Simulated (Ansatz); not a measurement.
The compound is RbVF3 (Pm-3m).

```xyz
5
Lattice="0.0000 0.0000 -4.1820 0.0000 -4.1820 0.0000 -4.1820 0.0000 0.0000" Properties=species:S:1:pos:R:3 pbc="T T T"
Rb    0.0000    0.0000    0.0000
V    -2.0910   -2.0910   -2.0910
F     0.0000   -2.0910   -2.0910
F    -2.0910   -2.0910    0.0000
F    -2.0910    0.0000   -2.0910
```

The cell and positions come from the Crystallography Open Database and are kept as given unless a step says otherwise. PAW set soft_2, made with PBE.

A constrained-RPA run (Ansatz 0.2.0; non-magnetic LDA; V d, bands v2 to c3, 4×4×4 mesh, medium accuracy) builds 5 functions on bands 3.0 eV wide, with 3.0 electrons in the window. The bare on-site interaction is 17.8 eV and the bare J 0.60 eV.

What U and J survive the screening?

On the V d shell, U = 6.73 eV (38 % of the bare value), U′ = 5.75 eV, J = 0.49 eV.

The parent state is non-magnetic and the interaction static (zero frequency); U depends on the window and the orbitals, so it belongs to this model alone.

[Paths, hosts, dates, memory and timing lines, banners, echoed tables and standing remarks are left out of the program output.]

[Logs are printed without paths, hosts, clocks, repeated set-up lines and the standing remarks that a program may print on its own settings, such as how far it seeks lower states.]

[Runs of the session that timed out or met a known fault of the program may be left out.]

[Hosts, paths, dates, database ids (printed as entryN), source tags and the programs' standing remarks are cut or masked in the printed files.]
